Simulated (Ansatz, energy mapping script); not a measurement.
## Spin model of GdN in the rock-salt structure from collinear orders

Aim: the exchange couplings of GdN in the rock-salt structure from the energies of a few collinear orders, and the ordering temperature that they give.

Main program and level: Ansatz 0.2.0; PBE with U = 6 eV on Gd f, ortho-atomic projectors; plane waves, U on orthogonalised atomic orbitals unless named otherwise, collinear spin, no spin–orbit coupling.

Most raw output is cut from this account.

## 1. The starting structure

It takes space group Fm-3m (No. 225, cubic). The conventional cell has a = 5.004 Å, b = 5.004 Å, c = 5.004 Å, α = 90.00°, β = 90.00°, γ = 90.00°. Nearest to Gd lie 6 N at 2.50 Å. Nearest to N lie 6 Gd at 2.50 Å. rocksalt prototype, lattice guessed from radii. Farther neighbours and most contacts between anions are not listed.

This cell was built for the study (rocksalt prototype, lattice guessed from radii), not taken from an experiment; the compound need not form in this structure.

The cell was relaxed beforehand in Ansatz under PBE with U = 6 eV on Gd f, ortho-atomic projectors, from parallel moments.

The U corrects the self-interaction that lets semilocal functionals spread d and f electrons too far. Its value here is typed, not computed.

## 2. Which atoms carry moments

One run in the crystal's own cell, under PBE with U = 5.4 eV on Gd f, ortho-atomic projectors, shows which elements keep a moment. Transition or f elements with 0.3 μB or more enter the spin model; moments induced on other atoms do not.

Contents of input.yaml:

```yaml
crystal:
  lattice:
    - [0.0, 2.502081428, 2.502081428]
    - [2.502081428, 0.0, 2.502081428]
    - [2.502081428, 2.502081428, 0.0]
  atoms:
    - { symbol: Gd, position: [0.0, 0.0, 0.0], spin: 7.0 }
    - { symbol: "N", position: [0.5, 0.5, 0.5] }
magnetization:
  spin_polarized: true
kpoints:
  mp_grid: { grid: [9, 9, 9] }
hamiltonian:
  xc: pbe
  hubbard:
    sites: [{ species: Gd, l: f, u_eff: 5.4 }]
    projectors: ortho-atomic
scf:
  occupations: { method: fermi_dirac, width: 0.05 }
output:
  eigenvalues: true
```

Command:

```console
$ ansatz run input.yaml --threads 4 --pin off --max-ram 8192MiB --backend cpu --events-out ev --progress --plain --runs-dir out
```

The job ended after 1 s (4 threads of Arm Neoverse V2, shared host; peak memory 0.36 GiB).

Spin moment in the sphere by atom:

| atom | spin moment in the sphere (μB) |
| --- | --- |
| Gd1 | 6.93 |
| N2 | -0.14 |

The run ends ferromagnetic; Gd carries the moments.

## 3. One set of occupation matrices for all orders

A corrected shell can settle in several orbital fillings. One parallel run, with an occupation width a fifth wider than the orders use, therefore is to supply the occupation matrices. All orders start from them.

input.yaml, the sections that differ from step 2:

```yaml
kpoints:
  mp_grid: { grid: [12, 12, 12] }
hamiltonian:
  xc: pbe
  hubbard:
    sites: [{ species: Gd, l: f, u_eff: 6.0 }]
    projectors: ortho-atomic
scf:
  occupations: { method: fermi_dirac, width: 0.06 }
# crystal, magnetization, output: as in step 2
```

Run time: 1.6 s. Hardware: 4 threads; peak memory 0.41 GiB.

Numbers from this step:

| Item | Value |
| --- | --- |
| final state | ferromagnetic |
| electrons in the corrected shells | 7.037 e |
| largest moment | 6.936 μB |

## 4. Order 1: parallel, cell A of 4 atoms

The parallel order is the zero of energy for this cell and mesh.

Contents of input.yaml:

```yaml
crystal:
  lattice:
    - [0.0, -2.502081428, -2.502081428]
    - [-2.502081428, 0.0, -2.502081428]
    - [2.502081428, 2.502081428, -5.004162856]
  atoms:
    - { symbol: Gd, position: [0.5, 0.5, 0.5], spin: 7.0 }
    - { symbol: Gd, position: [0.0, 0.0, 0.0], spin: 7.0 }
    - { symbol: "N", position: [0.75, 0.75, 0.75] }
    - { symbol: "N", position: [0.25, 0.25, 0.25] }
magnetization:
  spin_polarized: true
kpoints:
  mp_grid: { grid: [12, 12, 12] }
hamiltonian:
  xc: pbe
  hubbard:
    sites:
      - { species: Gd, l: f, u_eff: 6.0 }
      - { site: 0, l: f, u_eff: 6.0, starting_ns: [{ spin: up, occupation_matrix: gd1_major }, { spin: down, occupation_matrix: gd1_minor }] }
      - { site: 1, l: f, u_eff: 6.0, starting_ns: [{ spin: up, occupation_matrix: gd1_major }, { spin: down, occupation_matrix: gd1_minor }] }
    projectors: ortho-atomic
    occupation_matrices:
      gd1_major:
        matrix:
          - [0.998, 0.0, 0.0, 0.0, 0.0, 0.0, 0.0]
          - [0.0, 0.999, 0.0, 0.0, 0.0, 0.0, 0.0]
          - [0.0, 0.0, 0.999, 0.0, 0.0, 0.0, 0.0]
          - [0.0, 0.0, 0.0, 0.999, 0.0, 0.0, 0.0]
          - [0.0, 0.0, 0.0, 0.0, 0.999, 0.0, 0.0]
          - [0.0, 0.0, 0.0, 0.0, 0.0, 0.998, 0.0]
          - [0.0, 0.0, 0.0, 0.0, 0.0, 0.0, 0.998]
      gd1_minor:
        matrix:
          - [0.011, 0.0, 0.0, 0.0, 0.0, 0.0, 0.0]
          - [0.0, 0.007, 0.0, 0.0, 0.0, -0.004, 0.0]
          - [0.0, 0.0, 0.007, 0.0, 0.0, 0.0, 0.004]
          - [0.0, 0.0, 0.0, 0.004, 0.0, 0.0, 0.0]
          - [0.0, 0.0, 0.0, 0.0, 0.001, 0.0, 0.0]
          - [0.0, -0.004, 0.0, 0.0, 0.0, 0.009, 0.0]
          - [0.0, 0.0, 0.004, 0.0, 0.0, 0.0, 0.009]
scf:
  occupations: { method: fermi_dirac, width: 0.05 }
output:
  eigenvalues: true
  write_density: true
  write_potential: true
  elf: true
  volumetric_format: npy
```

Run time: 36 s. Hardware: 4 threads; peak memory 1.8 GiB.

Spin moment in the sphere by atom:

| atom | spin moment in the sphere (μB) |
| --- | --- |
| Gd1 | 6.94 |
| Gd2 | 6.94 |
| N3 | -0.15 |
| N4 | -0.15 |

The run ends ferromagnetic.

Spin density in the ac plane at fractional y = 0.000, with atoms of Gd within 0.2 Å of it.

Values in e/Å³, 24 rows by 14 columns, each cell a mean:
```
11  9  4  1  0  0  0  0  0  0  0  0  3  7
 5  4  2  1  0  0  0  0  0  0  0  0  1  3
 1  1  1  0  0  0  0  0  0  0  0  0  0  0
 0  0  0  0  0  0  0  0  0  0  0  0  0  0
 0  0  0  0  0  0  0  0  0  0  0  0  0  0
 0  0  0  0  0  0  0  0  0  0  0  0  0  0
 0  0  0  0  0  0  0  0  0  0  0  0  0  0
 0  0  0  0  0  0  0  0  0  0  0  0  0  0
 0  0  0  0  0  0  0  0  0  0  0  0  0  0
 0  0  0  0  0  0  0  0  0  0  0  0  0  0
 0  0  0  0  0  0  0  0  0  0  0  0  0  0
 0  0  0  0  0  0  0  0  0  0  0  0  0  0
 0  0  0  0  0  0  0  0  0  0  0  0  0  0
 0  0  0  0  0  0  0  0  0  0  0  0  0  0
 0  0  0  0  0  0  0  0  0  0  0  0  0  0
 0  0  0  0  0  0  0  0  0  0  0  0  0  0
 0  0  0  0  0  0  0  0  0  0  0  0  0  0
 0  0  0  0  0  0  0  0  0  0  0  0  0  0
 0  0  0  0  0  0  0  0  0  0  0  0  0  0
 0  0  0  0  0  0  0  0  0  0  0  0  0  0
 1  0  0  0  0  0  0  0  0  0  0  0  0  1
 3  2  0  0  0  0  0  0  0  0  0  1  2  4
10  5  2  0  0  0  0  0  0  0  0  1  5  9
14 10  4  1  0  0  0  0  0  0  0  1  5 11
```
Columns run along a (3.5 Å), rows up along c (6.1 Å). Atoms in or near the plane, at fractional coordinates: Gd at (0.00, 0.00).

ELF in the ac plane at fractional y = 0.000, with atoms of Gd within 0.2 Å of it. It is the smooth field of the valence electrons, not physical close to the nuclei.

Ten even steps from '_' (0.06) to '@' (0.83), each cell a mean:
```
==##@@@@++..________--%%@@%%
@@@@@@%%==..__::::....++%%@@
@@@@@@##--..::++++--..::++%%
++****--....==##%%##==....--
......____--**%%@@@@%%++::__
________..==##@@@@@@@@%%++::
..______::++##@@@@@@@@%%##==
::..____::==**##%%%%%%%%##++
::______..::==++********++==
..__________..----======--::
________________............
____________________________
____..........______________
..::::------::::..__________
::==++******++==--..______..
--++##%%%%%%%%##++--..____..
::++##%%@@@@@@%%##==..______
..--**%%@@@@@@%%##==..______
__..--**%%@@@@%%**::____....
==::..--**%%%%##==....--++++
%%**--..::++**++::..--##%%@@
@@@@%%--....--::__..++@@@@@@
**@@@@##::________..**@@@@##
..**@@%%==________..**@@@@==
```
Columns run along a (3.5 Å), rows up along c (6.1 Å). Atoms in or near the plane, at fractional coordinates: Gd at (0.00, 0.00).

## 5. Order 2: compensated +−, cell A of 4 atoms

This order reverses 6 of the 12 neighbours at 3.54 Å, 6 of the 6 neighbours at 5.00 Å and 12 of the 24 neighbours at 6.13 Å, counted for an average magnetic atom.

input.yaml, as its differences from that of step 4:

```diff
@@ -7,3 +7,3 @@
     - { symbol: Gd, position: [0.5, 0.5, 0.5], spin: 7.0 }
-    - { symbol: Gd, position: [0.0, 0.0, 0.0], spin: 7.0 }
+    - { symbol: Gd, position: [0.0, 0.0, 0.0], spin: -7.0 }
     - { symbol: "N", position: [0.75, 0.75, 0.75] }
@@ -20,3 +20,3 @@
       - { site: 0, l: f, u_eff: 6.0, starting_ns: [{ spin: up, occupation_matrix: gd1_major }, { spin: down, occupation_matrix: gd1_minor }] }
-      - { site: 1, l: f, u_eff: 6.0, starting_ns: [{ spin: up, occupation_matrix: gd1_major }, { spin: down, occupation_matrix: gd1_minor }] }
+      - { site: 1, l: f, u_eff: 6.0, starting_ns: [{ spin: up, occupation_matrix: gd1_minor }, { spin: down, occupation_matrix: gd1_major }] }
     projectors: ortho-atomic
```

Elapsed: 36 s, on 4 threads; peak memory 1.9 GiB.

Spin moment in the sphere by atom:

| atom | spin moment in the sphere (μB) |
| --- | --- |
| Gd1 | 6.93 |
| Gd2 | -6.93 |
| N3 | 0.00 |
| N4 | 0.00 |

The run ends antiferromagnetic, 9.60 meV a magnetic atom above the parallel order of its cell.

Spin density in the ac plane at fractional y = 0.000, with atoms of Gd within 0.2 Å of it.

Ten even steps from '_' (-14 e/Å³) to '@' (0 e/Å³), each cell a mean:
```
::--##@@@@@@@@@@@@@@@@@@%%==
****%%@@@@@@@@@@@@@@@@@@@@%%
@@@@@@@@@@@@@@@@@@@@@@@@@@@@
@@@@@@@@@@@@@@@@@@@@@@@@@@@@
@@@@@@@@@@@@@@@@@@@@@@@@@@@@
@@@@@@@@@@@@@@@@@@@@@@@@@@@@
@@@@@@@@@@@@@@@@@@@@@@@@@@@@
@@@@@@@@@@@@@@@@@@@@@@@@@@@@
@@@@@@@@@@@@@@@@@@@@@@@@@@@@
@@@@@@@@@@@@@@@@@@@@@@@@@@@@
@@@@@@@@@@@@@@@@@@@@@@@@@@@@
@@@@@@@@@@@@@@@@@@@@@@@@@@@@
@@@@@@@@@@@@@@@@@@@@@@@@@@@@
@@@@@@@@@@@@@@@@@@@@@@@@@@@@
@@@@@@@@@@@@@@@@@@@@@@@@@@@@
@@@@@@@@@@@@@@@@@@@@@@@@@@@@
@@@@@@@@@@@@@@@@@@@@@@@@@@@@
@@@@@@@@@@@@@@@@@@@@@@@@@@@@
@@@@@@@@@@@@@@@@@@@@@@@@@@@@
@@@@@@@@@@@@@@@@@@@@@@@@@@@@
@@@@@@@@@@@@@@@@@@@@@@@@@@@@
##%%@@@@@@@@@@@@@@@@@@@@%%##
--**%%@@@@@@@@@@@@@@@@@@**--
__--##@@@@@@@@@@@@@@@@@@**::
```
Columns run along a (3.5 Å), rows up along c (6.1 Å). Atoms in or near the plane, at fractional coordinates: Gd at (0.00, 0.00).

ELF in the ac plane at fractional y = 0.000, with atoms of Gd within 0.2 Å of it. It is the smooth field of the valence electrons, not physical close to the nuclei.

Ten even steps from '_' (0.06) to '@' (0.83), each cell a mean:
```
==##@@@@++..________--%%@@%%
@@@@@@%%==..__::::....++%%@@
@@@@@@##--..::++++--..::++%%
++****--....==##%%##==....--
......____--**%%@@@@%%++::__
________..==##@@@@@@@@%%++::
..______::++##@@@@@@@@%%##==
::..____::==**##%%%%%%%%##++
::______..::==++********++==
..__________..----======--::
________________............
____________________________
____..........______________
..::::------::::..__________
::==++******++==--..______..
--++##%%%%%%%%##++--..____..
::++##%%@@@@@@%%##==..______
..--**%%@@@@@@@@##==..______
__..--**%%@@@@%%**::____....
==::..--**%%%%##==....--++++
%%**--..::++**++::..--##%%@@
@@@@%%--....--::__..++@@@@@@
**@@@@##::________..**@@@@##
..**@@%%==________..**@@@@==
```
Columns run along a (3.5 Å), rows up along c (6.1 Å). Atoms in or near the plane, at fractional coordinates: Gd at (0.00, 0.00).

## 6. Parallel start in cell B (4 atoms)

A new cell needs its own zero of energy.

This run holds the same structure in another cell (c 6.129 → 5.004 Å, α 73.2 → 90.0°, β 73.2 → 90.0°, γ 60.0 → 90.0°).

input.yaml, as its differences from that of step 5:

```diff
@@ -3,9 +3,9 @@
     - [0.0, -2.502081428, -2.502081428]
-    - [-2.502081428, 0.0, -2.502081428]
-    - [2.502081428, 2.502081428, -5.004162856]
+    - [0.0, 2.502081428, -2.502081428]
+    - [5.004162856, 0.0, 0.0]
   atoms:
     - { symbol: Gd, position: [0.5, 0.5, 0.5], spin: 7.0 }
-    - { symbol: Gd, position: [0.0, 0.0, 0.0], spin: -7.0 }
-    - { symbol: "N", position: [0.75, 0.75, 0.75] }
-    - { symbol: "N", position: [0.25, 0.25, 0.25] }
+    - { symbol: Gd, position: [0.0, 0.0, 0.0], spin: 7.0 }
+    - { symbol: "N", position: [0.5, 0.5, 0.0] }
+    - { symbol: "N", position: [0.0, 0.0, 0.5] }
 magnetization:
@@ -13,3 +13,3 @@
 kpoints:
-  mp_grid: { grid: [12, 12, 12] }
+  mp_grid: { grid: [10, 10, 7] }
 hamiltonian:
@@ -20,3 +20,3 @@
       - { site: 0, l: f, u_eff: 6.0, starting_ns: [{ spin: up, occupation_matrix: gd1_major }, { spin: down, occupation_matrix: gd1_minor }] }
-      - { site: 1, l: f, u_eff: 6.0, starting_ns: [{ spin: up, occupation_matrix: gd1_minor }, { spin: down, occupation_matrix: gd1_major }] }
+      - { site: 1, l: f, u_eff: 6.0, starting_ns: [{ spin: up, occupation_matrix: gd1_major }, { spin: down, occupation_matrix: gd1_minor }] }
     projectors: ortho-atomic
@@ -45,5 +45 @@
   eigenvalues: true
-  write_density: true
-  write_potential: true
-  elf: true
-  volumetric_format: npy
```

Wall time 8.7 s (4 threads); peak memory 0.72 GiB; 33 s of CPU time.

The run ends ferromagnetic. For each magnetic atom its energy differs from the parallel run of the first cell by -0.64 meV, an error that one common reference would have brought in.

## 7. Compensated +− start in cell B (4 atoms)

This order reverses 8 of the 12 neighbours at 3.54 Å, 0 of the 6 neighbours at 5.00 Å and 16 of the 24 neighbours at 6.13 Å, counted for an average magnetic atom.

input.yaml, as its differences from that of step 6:

```diff
@@ -7,3 +7,3 @@
     - { symbol: Gd, position: [0.5, 0.5, 0.5], spin: 7.0 }
-    - { symbol: Gd, position: [0.0, 0.0, 0.0], spin: 7.0 }
+    - { symbol: Gd, position: [0.0, 0.0, 0.0], spin: -7.0 }
     - { symbol: "N", position: [0.5, 0.5, 0.0] }
@@ -20,3 +20,3 @@
       - { site: 0, l: f, u_eff: 6.0, starting_ns: [{ spin: up, occupation_matrix: gd1_major }, { spin: down, occupation_matrix: gd1_minor }] }
-      - { site: 1, l: f, u_eff: 6.0, starting_ns: [{ spin: up, occupation_matrix: gd1_major }, { spin: down, occupation_matrix: gd1_minor }] }
+      - { site: 1, l: f, u_eff: 6.0, starting_ns: [{ spin: up, occupation_matrix: gd1_minor }, { spin: down, occupation_matrix: gd1_major }] }
     projectors: ortho-atomic
```

It took 4.3 s on 4 threads; peak memory 0.71 GiB; 16 s of CPU time.

The run ends antiferromagnetic, 11.65 meV a magnetic atom above the parallel order of its cell.

## 8. Run 5 (parallel; cell C, 6 atoms)

The parallel order again, as the reference for this cell.

input.yaml, as its differences from that of step 7:

```diff
@@ -3,9 +3,11 @@
     - [0.0, -2.502081428, -2.502081428]
-    - [0.0, 2.502081428, -2.502081428]
-    - [5.004162856, 0.0, 0.0]
+    - [-5.004162856, 0.0, 0.0]
+    - [2.502081428, 5.004162856, -2.502081428]
   atoms:
-    - { symbol: Gd, position: [0.5, 0.5, 0.5], spin: 7.0 }
-    - { symbol: Gd, position: [0.0, 0.0, 0.0], spin: -7.0 }
-    - { symbol: "N", position: [0.5, 0.5, 0.0] }
-    - { symbol: "N", position: [0.0, 0.0, 0.5] }
+    - { symbol: Gd, position: [0.666666667, 0.666666667, 0.333333333], spin: 7.0 }
+    - { symbol: Gd, position: [0.333333333, 0.333333333, 0.666666667], spin: 7.0 }
+    - { symbol: Gd, position: [0.0, 0.0, 0.0], spin: 7.0 }
+    - { symbol: "N", position: [0.666666667, 0.166666667, 0.333333333] }
+    - { symbol: "N", position: [0.333333333, 0.833333333, 0.666666667] }
+    - { symbol: "N", position: [0.0, 0.5, 0.0] }
 magnetization:
@@ -13,3 +15,3 @@
 kpoints:
-  mp_grid: { grid: [10, 10, 7] }
+  mp_grid: { grid: [11, 11, 11] }
 hamiltonian:
@@ -20,3 +22,4 @@
       - { site: 0, l: f, u_eff: 6.0, starting_ns: [{ spin: up, occupation_matrix: gd1_major }, { spin: down, occupation_matrix: gd1_minor }] }
-      - { site: 1, l: f, u_eff: 6.0, starting_ns: [{ spin: up, occupation_matrix: gd1_minor }, { spin: down, occupation_matrix: gd1_major }] }
+      - { site: 1, l: f, u_eff: 6.0, starting_ns: [{ spin: up, occupation_matrix: gd1_major }, { spin: down, occupation_matrix: gd1_minor }] }
+      - { site: 2, l: f, u_eff: 6.0, starting_ns: [{ spin: up, occupation_matrix: gd1_major }, { spin: down, occupation_matrix: gd1_minor }] }
     projectors: ortho-atomic
```

It took 63 s on 4 threads; peak memory 2.9 GiB; 4 min of CPU time.

The run ends ferromagnetic. For each magnetic atom its energy differs from the parallel run of the first cell by -0.13 meV, an error that one common reference would have brought in.

## 9. Uncompensated ++− start in cell C (6 atoms)

This order reverses 6.67 of the 12 neighbours at 3.54 Å, 2.67 of the 6 neighbours at 5.00 Å and 8 of the 24 neighbours at 6.13 Å, counted for an average magnetic atom.

input.yaml, as its differences from that of step 8:

```diff
@@ -8,3 +8,3 @@
     - { symbol: Gd, position: [0.333333333, 0.333333333, 0.666666667], spin: 7.0 }
-    - { symbol: Gd, position: [0.0, 0.0, 0.0], spin: 7.0 }
+    - { symbol: Gd, position: [0.0, 0.0, 0.0], spin: -7.0 }
     - { symbol: "N", position: [0.666666667, 0.166666667, 0.333333333] }
@@ -23,3 +23,3 @@
       - { site: 1, l: f, u_eff: 6.0, starting_ns: [{ spin: up, occupation_matrix: gd1_major }, { spin: down, occupation_matrix: gd1_minor }] }
-      - { site: 2, l: f, u_eff: 6.0, starting_ns: [{ spin: up, occupation_matrix: gd1_major }, { spin: down, occupation_matrix: gd1_minor }] }
+      - { site: 2, l: f, u_eff: 6.0, starting_ns: [{ spin: up, occupation_matrix: gd1_minor }, { spin: down, occupation_matrix: gd1_major }] }
     projectors: ortho-atomic
```

The job ended after 71 s (4 threads; peak memory 3 GiB).

The run ends ferrimagnetic, 9.70 meV a magnetic atom above the parallel order of its cell.

## 10. Order 7: parallel, cell D of 6 atoms

This run holds the same structure in another cell (b 5.004 → 3.538 Å, c 6.129 → 7.912 Å, α 114.1 → 102.9°, β 106.8 → 102.9°).

input.yaml, as its differences from that of step 9:

```diff
@@ -2,12 +2,12 @@
   lattice:
-    - [0.0, -2.502081428, -2.502081428]
-    - [-5.004162856, 0.0, 0.0]
-    - [2.502081428, 5.004162856, -2.502081428]
+    - [0.0, 2.502081428, 2.502081428]
+    - [0.0, 2.502081428, -2.502081428]
+    - [-7.506244284, -2.502081428, 0.0]
   atoms:
+    - { symbol: Gd, position: [0.0, 0.0, 0.0], spin: 7.0 }
+    - { symbol: Gd, position: [0.333333333, 0.333333333, 0.666666667], spin: 7.0 }
     - { symbol: Gd, position: [0.666666667, 0.666666667, 0.333333333], spin: 7.0 }
-    - { symbol: Gd, position: [0.333333333, 0.333333333, 0.666666667], spin: 7.0 }
-    - { symbol: Gd, position: [0.0, 0.0, 0.0], spin: -7.0 }
-    - { symbol: "N", position: [0.666666667, 0.166666667, 0.333333333] }
-    - { symbol: "N", position: [0.333333333, 0.833333333, 0.666666667] }
-    - { symbol: "N", position: [0.0, 0.5, 0.0] }
+    - { symbol: "N", position: [0.833333333, 0.833333333, 0.666666667] }
+    - { symbol: "N", position: [0.166666667, 0.166666667, 0.333333333] }
+    - { symbol: "N", position: [0.5, 0.5, 0.0] }
 magnetization:
@@ -23,3 +23,3 @@
       - { site: 1, l: f, u_eff: 6.0, starting_ns: [{ spin: up, occupation_matrix: gd1_major }, { spin: down, occupation_matrix: gd1_minor }] }
-      - { site: 2, l: f, u_eff: 6.0, starting_ns: [{ spin: up, occupation_matrix: gd1_minor }, { spin: down, occupation_matrix: gd1_major }] }
+      - { site: 2, l: f, u_eff: 6.0, starting_ns: [{ spin: up, occupation_matrix: gd1_major }, { spin: down, occupation_matrix: gd1_minor }] }
     projectors: ortho-atomic
```

The job ended after 39 s (4 threads; peak memory 1.8 GiB).

The run ends ferromagnetic. For each magnetic atom its energy differs from the parallel run of the first cell by -0.20 meV, an error that one common reference would have brought in.

(Continued in part 2 of 2.)

[Logs and program files are shortened in this print: banners, set-up blocks, solver, clock and traceback lines can be left out without a mark of their own.]

[Logs are printed without paths, hosts, clocks, repeated set-up lines and the standing remarks that a program may print on its own settings, such as how far it seeks lower states.]

[Hosts, paths, dates, database ids (printed as entryN), source tags and the programs' standing remarks are cut or masked in the printed files.]

[Where a cell is said to come from a database of computed structures, the database is the Materials Project.]
